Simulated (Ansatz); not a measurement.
# Preparing Sr3V2O8 (R-3m) as a host crystal

Before any defect goes in: Sr3V2O8 (R-3m) at rest, and how it screens a charge.

Main program and level: Ansatz 0.2.0; plane-wave PAW DFT, PBEsol; relaxation of the host's cell and atoms, in the first sound run; inputs show where later runs differ.

### 1. The starting structure

The structure is trigonal, space group R-3m (No. 166). Conventional cell: a = 5.620 Å, b = 5.620 Å, c = 20.166 Å, α = 90.00°, β = 90.00°, γ = 120.00°. Nearest to Sr lie 10 O at 2.42 to 2.87 Å. Sr has 6 O at 2.61 Å nearest. Nearest to V lie 4 O at 1.70 to 1.72 Å. Nearest to O lie 1 V at 1.72 Å and 4 Sr at 2.59 to 2.87 Å. Nearest to O lie 1 V at 1.70 Å and 1 Sr at 2.42 Å. Farther neighbours and most contacts between anions are not listed.

### 2. Host cell relaxation

Lattice and positions are set free, within the symmetry that the program keeps.

File cell/input.yaml:

```yaml
crystal:
  lattice:
    - [2.8097642, 1.6222181, 6.7220071]
    - [-2.8097642, 1.6222181, 6.7220071]
    - [0.0, -3.2444363, 6.7220071]
  atoms:
    - { symbol: Sr, position: [0.79815518, 0.79815518, 0.79815518] }
    - { symbol: Sr, position: [0.20184482, 0.20184482, 0.20184482] }
    - { symbol: Sr, position: [1.0, 0.0, 0.0] }
    - { symbol: V, position: [0.5939438, 0.5939438, 0.5939438] }
    - { symbol: V, position: [0.4060562, 0.4060562, 0.4060562] }
    - { symbol: O, position: [0.73155248, 0.23228685, 0.73155248] }
    - { symbol: O, position: [0.23228685, 0.73155248, 0.73155248] }
    - { symbol: O, position: [0.73155248, 0.73155248, 0.23228685] }
    - { symbol: O, position: [0.26844752, 0.76771315, 0.26844752] }
    - { symbol: O, position: [0.76771315, 0.26844752, 0.26844752] }
    - { symbol: O, position: [0.3216285, 0.3216285, 0.3216285] }
    - { symbol: O, position: [0.6783715, 0.6783715, 0.6783715] }
    - { symbol: O, position: [0.26844752, 0.26844752, 0.76771315] }
basis:
  ecutwfc: 420
  xc_grid: 2
hamiltonian:
  xc: pbesol
kpoints:
  mp_grid: { grid: [6, 6, 6] }
scf:
  occupations: { method: fixed }
  max_iter: 100
relax:
  f_tol: 0.005
  max_steps: 60
  cell: {}
output:
  forces: true
  stress: true
checkpoint:
  write: "../cell.run"
  compress: false
  write_wavefunctions: false
  write_every: 100000
```

Launch:

```console
$ ansatz run input.yaml --threads 2 --pin off --max-ram 3768MiB --backend cpu --events-out ev --progress --plain --runs-dir out
```

Numbers of over 12 decimals in the logs are rounded to 6 here.

The program printed:

```text
[... repeated set-up lines and file paths are left out, and long positions are rounded to six places ...]
Engine: ansatz 0.2.0, aarch64-unknown-linux-gnu
Pseudopotentials: kind: paw
Pseudopotential: Sr, paw, valence charge 10, recommended cutoff 420 eV (normal), Sr.paw.azcp
Pseudopotential: V, paw, valence charge 13, recommended cutoff 420 eV (normal), V.paw.azcp
Pseudopotential: O, paw, valence charge 6, recommended cutoff 420 eV (normal), O.paw.azcp
Functional definition: PBEsol
  exchange = pbesol_x
  correlation = pbesol_c
Crystal: 13 atoms, lattice volume = 183.835 Å³
Basis set: ecut = 420 eV, 3611 PW (Γ), exchange–correlation on 100×100×100 points (8 copies of the dense FFT grid, shifted against one another)
Bands: 65, of which v1, the nominal top of the filled ones, is band 52 counted from 1 (51 counted from 0)
Symmetry: 12 space group operations
Space group: R-3m (ITA 166), of the structure as read, at distance tolerance 5.7e-5 Å
k-points: 32 of 216
Non-local potential: Sr, projectors of the file, l = 0: 3, l = 1: 2, l = 2: 2
Non-local potential: V, projectors of the file, l = 0: 3, l = 1: 2, l = 2: 3, l = 3: 1
Non-local potential: O, projectors of the file, l = 0: 2, l = 1: 2, l = 2: 1
PAW form: soft (Blöchl's): semilocal exchange-correlation on the pseudo side does not see the compensation charge
PAW frozen core: Sr, regenerated for the run's functional, and the local potential with it (the file was generated under x = pbe(κ = 0.804, μ = 0.219515), c = pbe(β = 0.066725))
PAW frozen core: V, regenerated for the run's functional, and the local potential with it (the file was generated under x = pbe(κ = 0.804, μ = 0.219515), c = pbe(β = 0.066725))
PAW frozen core: O, regenerated for the run's functional, and the local potential with it (the file was generated under x = pbe(κ = 0.804, μ = 0.219515), c = pbe(β = 0.066725))
PAW one-centre angular grid: Sr, 110 points (default); XC on 64 Gauss nodes
PAW one-centre angular grid: V, 590 points (default); XC on 64 Gauss nodes
PAW one-centre angular grid: O, 110 points (default); XC on 64 Gauss nodes
Initial density: superposition of atomic densities (neutral atoms: chi_scale 0, normalization atom), corrected by the library's trained network
Initial wavefunctions: pseudopotential atomic-orbital guess
Functional: x = pbesol(κ = 0.804, μ = 0.123457), c = pbesol(β = 0.046)
SCF iter   1: F=—  HF=-20751.649310 eV  |F-HF|=—  |Δ(HF+E_count)|=         —  Δρ=1.50e-2  dr2=3.54e-1  ethr=1.77e-3  ⟨swp⟩=5.5  Hψ=7541  notcnv=0  defer=308
preconditioner: auto → Resta (q_TF=auto, 2.481 Å⁻¹)  ε∞=4.9  [insulator: Δε(μ)=3.470 eV  Ē_g=12.554 eV  n_scr=46 (ndim 8)  ℏωp=24.8 eV  f_vac=0.000  ε∞_Penn≈4.9]
SCF iter   2: F=—  HF=-20751.609452 eV  |F-HF|=—  |Δ(HF+E_count)|=   3.99e-2  Δρ=1.10e-2  dr2=2.51e-1  ethr=3.41e-4  ⟨swp⟩=2.6  Hψ=3590  notcnv=0  defer=341
SCF iter   3: F=—  HF=-20751.578503 eV  |F-HF|=—  |Δ(HF+E_count)|=   3.09e-2  Δρ=2.57e-3  dr2=1.33e-2  ethr=2.41e-4  ⟨swp⟩=2.8  Hψ=2718  notcnv=0  defer=221
automatic band count: iteration 3 solves 62 bands in place of 65: the levels show a gap, and the empty bands left out lie too high to hold charge; the band table lists the bands solved (type scf.n_extra_bands for more)
SCF iter   4: F=—  HF=-20751.576942 eV  |F-HF|=—  |Δ(HF+E_count)|=   1.56e-3  Δρ=8.41e-4  dr2=1.16e-3  ethr=1.28e-5  ⟨swp⟩=2.2  Hψ=2631  notcnv=0  defer=256
SCF iter   5: F=—  HF=-20751.577251 eV  |F-HF|=—  |Δ(HF+E_count)|=   3.09e-4  Δρ=5.48e-4  dr2=5.54e-4  ethr=1.12e-6  ⟨swp⟩=2.0  Hψ=2624  notcnv=0  defer=256
SCF iter   6: F=—  HF=-20751.577170 eV  |F-HF|=—  |Δ(HF+E_count)|=   8.13e-5  Δρ=9.78e-5  dr2=1.05e-5  ethr=5.33e-7  ⟨swp⟩=2.0  Hψ=2840  notcnv=0  defer=193
SCF iter   7: F=—  HF=-20751.577404 eV  |F-HF|=—  |Δ(HF+E_count)|=   2.34e-4  Δρ=2.38e-5  dr2=8.22e-7  ethr=1.01e-8  ⟨swp⟩=2.1  Hψ=3237  notcnv=0  defer=192
SCF iter   8: F=-20751.577405 eV  HF=-20751.577405 eV  |F-HF|=1.61e-8  |Δ(HF+E_count)|=   7.69e-7  Δρ=7.09e-6  dr2=7.42e-8  ethr=9.62e-11  ⟨swp⟩=5.0  Hψ=7796  notcnv=0
SCF 1 converged in 8 iterations: F = -20751.577405 eV  dr2 = 7.42e-8
  greatest PAW one-centre occupation: 1.000 electrons in one spin orbital (limit 2), on the V atom at site 4 (counted from 0), in its partial waves of l = 0
relax step   1: F+E_penalty+E_count = -20751.57740472 eV  Δ(F+E_penalty+E_count) = +0.000e0 eV  max|allowed force component| = 2.653e-1 eV/Å  Δτ_max = 0.0000 Å  P = -2.722 GPa  Ω = 183.835 Å³  (8 SCF iters, dr2 threshold 1.00e-7 eV, accepted)
[... the SCF cycles and remarks between the steps are left out from here to the last step ...]
relax step   2: F+E_penalty+E_count = -20751.58485138 eV  Δ(F+E_penalty+E_count) = -7.447e-3 eV  max|allowed force component| = 3.664e-1 eV/Å  Δτ_max = 0.0379 Å  P = +1.665 GPa  Ω = 174.850 Å³  energy of the carried Pulay correction = +3.164e-2 eV  (7 SCF iters, dr2 threshold 1.30e-6 eV, rejected (line search))
relax step   3: F+E_penalty+E_count = -20751.62325516 eV  Δ(F+E_penalty+E_count) = -4.585e-2 eV  max|allowed force component| = 1.291e-1 eV/Å  Δτ_max = 0.0075 Å  P = -0.381 GPa  Ω = 179.761 Å³  energy of the carried Pulay correction = +1.415e-2 eV  (11 SCF iters, accepted)
relax step   4: F+E_penalty+E_count = -20751.62494709 eV  Δ(F+E_penalty+E_count) = -1.692e-3 eV  max|allowed force component| = 2.292e-2 eV/Å  Δτ_max = 0.0080 Å  P = -0.004 GPa  Ω = 179.593 Å³  energy of the carried Pulay correction = +1.474e-2 eV  (6 SCF iters, dr2 threshold 1.04e-6 eV, accepted)
relax step   5: F+E_penalty+E_count = -20751.62519411 eV  Δ(F+E_penalty+E_count) = -2.470e-4 eV  max|allowed force component| = 7.712e-3 eV/Å  Δτ_max = 0.0040 Å  P = +0.018 GPa  Ω = 179.614 Å³  energy of the carried Pulay correction = +1.467e-2 eV  (7 SCF iters, dr2 threshold 3.28e-8 eV, accepted)
relax step   6: F+E_penalty+E_count = -20751.62506142 eV  Δ(F+E_penalty+E_count) = +1.327e-4 eV  max|allowed force component| = 1.770e-3 eV/Å  Δτ_max = 0.0004 Å  P = +0.000 GPa  Ω = 179.655 Å³  energy of the carried Pulay correction = +1.453e-2 eV  (6 SCF iters, dr2 threshold 3.72e-9 eV, accepted)
relax step   7: F+E_penalty+E_count = -20751.61212203 eV  Δ(F+E_penalty+E_count) = +1.294e-2 eV  max|allowed force component| = 1.845e-3 eV/Å  Δτ_max = 0.0000 Å  P = -0.127 GPa  Ω = 179.655 Å³  stress off target by 1.27e-1 GPa  SCF on the basis re-selected at this cell (its energy is not comparable with the rows above)  (7 SCF iters)
relax step   8: F+E_penalty+E_count = -20751.61307622 eV  Δ(F+E_penalty+E_count) = -9.542e-4 eV  max|allowed force component| = 1.500e-3 eV/Å  Δτ_max = 0.0007 Å  P = -0.004 GPa  Ω = 179.412 Å³  energy of the carried Pulay correction = +8.549e-4 eV  (6 SCF iters, dr2 threshold 4.02e-8 eV, accepted)
iter 1 solved again at ethr=6.08e-7 eV; its pass at ethr=3.10e-3 eV (dr2=6.32e-4 eV) is discarded
SCF iter   1: F=—  HF=-20751.612006 eV  |F-HF|=—  |Δ(HF+E_count)|=         —  Δρ=1.38e-5  dr2=1.02e-7  ethr=6.08e-7  ⟨swp⟩=3.4  Hψ=12344  notcnv=0  defer=345
eigensolver tolerance schedule: the retry pair's looser diagonalisation over-reported the residual by 6174.22 of it (diagonalisation noise at an unbounded share of the residual, at the tolerance the schedule requests for it); [...]
SCF iter   2: F=—  HF=-20751.612232 eV  |F-HF|=—  |Δ(HF+E_count)|=   2.26e-4  Δρ=1.08e-5  dr2=1.89e-7  ethr=9.84e-11  ⟨swp⟩=4.0  Hψ=5451  notcnv=0  defer=320
SCF iter   3: F=—  HF=-20751.612232 eV  |F-HF|=—  |Δ(HF+E_count)|=   1.70e-8  Δρ=4.35e-6  dr2=1.33e-8  ethr=9.84e-11  ⟨swp⟩=2.0  Hψ=2509  notcnv=0  defer=320
SCF iter   4: F=—  HF=-20751.612232 eV  |F-HF|=—  |Δ(HF+E_count)|=   4.06e-9  Δρ=2.08e-6  dr2=2.93e-9  ethr=1.28e-11  ⟨swp⟩=2.0  Hψ=3169  notcnv=0  defer=320
SCF iter   5: F=—  HF=-20751.612232 eV  |F-HF|=—  |Δ(HF+E_count)|=   1.51e-9  Δρ=7.35e-7  dr2=3.64e-10  ethr=2.82e-12  ⟨swp⟩=2.0  Hψ=2402  notcnv=0  defer=320
SCF iter   6: F=—  HF=-20751.612232 eV  |F-HF|=—  |Δ(HF+E_count)|=  2.62e-10  Δρ=3.25e-7  dr2=1.58e-10  ethr=1.00e-12  ⟨swp⟩=5.0  Hψ=7119  notcnv=0
SCF iter   7: F=-20751.612232 eV  HF=-20751.612232 eV  |F-HF|=7.28e-12  |Δ(HF+E_count)|=    0.00e0  Δρ=1.13e-7  dr2=2.37e-11  ethr=1.00e-12  ⟨swp⟩=4.1  Hψ=6004  notcnv=0
SCF 9 converged in 7 iterations: F = -20751.612232 eV  dr2 = 2.37e-11
relax step   9: F+E_penalty+E_count = -20751.61223212 eV  Δ(F+E_penalty+E_count) = +8.441e-4 eV  max|allowed force component| = 1.466e-3 eV/Å  Δτ_max = 0.0000 Å  P = -0.008 GPa  Ω = 179.412 Å³  stress off target by 9.22e-3 GPa  SCF on the basis re-selected at this cell (its energy is not comparable with the rows above)  (7 SCF iters)
basis re-selected at this cell: Δ(F+E_penalty+E_count) = +8.441e-4 eV, ΔP = -0.004 GPa vs the last step (what re-selecting the basis moved, of the pressure what is left beyond the Pulay correction that the steps carried, after the strain that the cell walked [...]
SCF converged after 7 iterations
Free energy (F): -20751.612232 eV
Harris-Foulkes:  -20751.612232 eV  (|F-HF|=7.28e-12)
Internal energy: -20751.612232 eV  (E = F + TS)
E sigma→0 (E₀):  -20751.612232 eV
Fermi energy:    6.911008 eV
--- Per-component energies (eV) ---
  E_band       = -761.717210
  E_kinetic    = 2809.272910
  E_local      = -7603.562988  (includes V_loc(G=0)·N_el)
  E_nonlocal   = 898.014011
  E_hartree    = 2748.436432
  E_xc         = -1360.086321
  E_vxc        = -1566.390701  (∫ρ·V_xc dr)
  E_paw        = -11318.757930  (= ΣΔE_a)
  E_vpaw       = -795.943387  (= ΣTr[D̂ρ^β])
  E_aug_tail   = 0.019948  (compensation charges beyond the density's cutoff)
  E_ewald      = -6925.932996
  E_core_change = 0.984704  (= ΣΔE_core)
  E_smearing   = -0.000000  (= −TS)
  E_closure    = -0.000000  (closes the sum)
  Σ components = -20751.612232   (vs F -20751.612232, Δ=0.00e0)
--- Forces (eV/Å), atoms counted from 1 ---
  atom   1  Sr     0.00000000    -0.00000000     0.00028775
  atom   2  Sr    -0.00000000     0.00000000    -0.00028775
  atom   3  Sr     0.00000000     0.00000000    -0.00000000
  atom   4  V     -0.00000000    -0.00000000     0.00146587
  atom   5  V      0.00000000     0.00000000    -0.00146587
  atom   6  O      0.00013980    -0.00008072    -0.00041998
  atom   7  O     -0.00013980    -0.00008072    -0.00041998
  atom   8  O     -0.00000000     0.00016143    -0.00041998
  atom   9  O     -0.00013980     0.00008072     0.00041998
  atom  10  O      0.00013980     0.00008072     0.00041998
  atom  11  O      0.00000000    -0.00000000     0.00008693
  atom  12  O      0.00000000     0.00000000    -0.00008693
  atom  13  O      0.00000000    -0.00016143     0.00041998
  max |Σ_I F_I| component: 9.24e-18 eV/Å
--- Stress (GPa, compression-positive) ---
       -0.009222       0.000000      -0.000000
        0.000000      -0.009222      -0.000000
       -0.000000      -0.000000      -0.006851
  P = ⅓ Tr σ = -0.0084 GPa (-0.084 kbar)
--- Relaxed structure (7 steps of the walk, 6 accepted, 2 SCFs on fresh bases) ---
  F+E_penalty+E_count = -20751.61223212 eV   max|allowed force component| = 1.466e-3 eV/Å   (the final SCF, on the basis selected at the relaxed cell)
  cell:  # Å, volume = 179.4120 Å³
    - [2.787587, 1.609414, 6.665060]
    - [-2.787587, 1.609414, 6.665060]
    - [0, -3.218828, 6.665060]
  atoms:
    - { symbol: Sr, position: [0.798100, 0.798100, 0.798100] }
    - { symbol: Sr, position: [0.201900, 0.201900, 0.201900] }
    - { symbol: Sr, position: [1.000000, 0.0, 0.0] }
    - { symbol: V, position: [0.593868, 0.593868, 0.593868] }
    - { symbol: V, position: [0.406132, 0.406132, 0.406132] }
    - { symbol: O, position: [0.731930, 0.231054, 0.731930] }
    - { symbol: O, position: [0.231054, 0.731930, 0.731930] }
    - { symbol: O, position: [0.731930, 0.731930, 0.231054] }
    - { symbol: O, position: [0.268070, 0.768946, 0.268070] }
    - { symbol: O, position: [0.768946, 0.268070, 0.268070] }
    - { symbol: O, position: [0.321496, 0.321496, 0.321496] }
    - { symbol: O, position: [0.678504, 0.678504, 0.678504] }
    - { symbol: O, position: [0.268070, 0.268070, 0.768946] }
```

Elapsed: 78 s, on 2 threads of Arm Neoverse V2, shared host; peak memory 0.68 GiB.

The steps of the relaxation:

```
step  energy less that of the first step (eV)  largest force component (eV/Å)  pressure (GPa)  volume (Å³)
   1                                   0.0000                          0.2653           -2.72       183.84
   2                                  -0.0074                          0.3664            1.66       174.85
   3                                  -0.0458                          0.1291           -0.38       179.76
   4                                  -0.0475                          0.0229            0.00       179.59
   5                                  -0.0478                          0.0077            0.02       179.61
   6                                  -0.0477                          0.0018            0.00       179.66
   7                                  -0.0347                          0.0018           -0.13       179.66
   8                                  -0.0357                          0.0015            0.00       179.41
  9*                                  -0.0348                          0.0015           -0.01       179.41
```

Relaxation steps marked * repeat the geometry before them on a plane-wave basis chosen anew for their cell, so energy and pressure can jump there. The log counts 2 steps on a newly chosen plane-wave basis, not all of them marked here; energy and pressure can jump at such steps. Relaxation step 2 was tried and not accepted.

The run keeps the 12 symmetry operations that it works with, so distortions that break them were not tested.

```
conventional cell, symmetrised  before   after  change
                         a (Å)   5.620   5.575  -0.8 %
                         b (Å)   5.620   5.575  -0.8 %
                         c (Å)  20.166  19.995  -0.8 %
              volume (Å³/atom)   14.14   13.80  -2.4 %
```

Numbers from this step:

```
pressure : -0.008432 GPa
```

The relaxation ends with a largest force component of 0.0015 eV/Å and a pressure of -0.01 GPa.

(Continued in part 2 of 2.)

[Logs are printed without paths, hosts, clocks, repeated set-up lines and the standing remarks that a program may print on its own settings, such as how far it seeks lower states.]

[Hosts, paths, dates, database ids (printed as entryN), source tags and the programs' standing remarks are cut or masked in the printed files.]

[Runs of the host that timed out are not shown.]

[For some hosts the program warned that the k-mesh of the response run may be too coarse for force constants and the static dielectric constant; such warnings are not always shown.]
